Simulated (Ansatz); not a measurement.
Two G0W0 runs on ZnSnN2 (Pna2_1).

```
Zn Sn N
1.0
     5.85427    0.00000    0.00000
     0.00000    6.73745    0.00000
     0.00000    0.00000    5.48058
Zn Sn N
4 4 8
Direct
  0.58306 0.87495 0.99881
  0.41694 0.12505 0.49881
  0.91694 0.37495 0.49881
  0.08306 0.62505 0.99881
  0.58840 0.37506 0.99927
  0.41160 0.62494 0.49927
  0.91160 0.87506 0.49927
  0.08840 0.12494 0.99927
  0.58240 0.37437 0.37835
  0.41760 0.62563 0.87835
  0.91760 0.87437 0.87835
  0.08240 0.12563 0.37835
  0.57972 0.87579 0.37356
  0.42028 0.12421 0.87356
  0.92028 0.37579 0.87356
  0.07972 0.62421 0.37356
```

The cell and positions are those that the Materials Project relaxed with its own functionals (PBE, PBE+U or r2SCAN), kept fixed.

The first (Ansatz 0.2.0; start PBE, 2×2×4 mesh, 505 empty bands, screening to 102 eV, plasmon pole, PAW set soft_1 files; 1 × NVIDIA H100 80GB HBM3 (shared by 6 runs) with 2 threads of AMD EPYC 7R13 (Zen 3), shared host) gave, on its mesh: starting gap 0.20 eV, G0W0 gap 0.76 eV, RPA ε∞ (mean) 435.49, 55 s.

Q: The second changes files from PAW set soft_1 to hard PAW and frequency model from plasmon pole to contour deformation. What does it give?

It gave: starting gap 0.21 eV, G0W0 gap 0.73 eV, RPA ε∞ (mean) 371.94, 76 s. The G0W0 gap moves by −0.02 eV, +0.01 eV from the start and −0.04 eV from the correction. Σc changes by −0.01 eV at the valence top and −0.06 eV at the conduction bottom, and Σx − Vxc between them by +0.02 eV.

Limits: not at the basis limit; screening runs away on this mesh; d shell near the gap, gap tends to lie low; no spin-orbit coupling; coarse k mesh.

[Paths, hosts, dates, memory and timing lines, banners, echoed tables and standing remarks are left out of the program output.]

[Logs are printed without paths, hosts, clocks, repeated set-up lines and the standing remarks that a program may print on its own settings, such as how far it seeks lower states.]

[Runs of the session that timed out or met a known fault of the program may be left out.]

[Cells called generated may have been cut or substituted from an entry of the Crystallography Open Database or the Materials Project.]

[Hosts, paths, dates, database ids (printed as entryN), source tags and the programs' standing remarks are cut or masked in the printed files.]
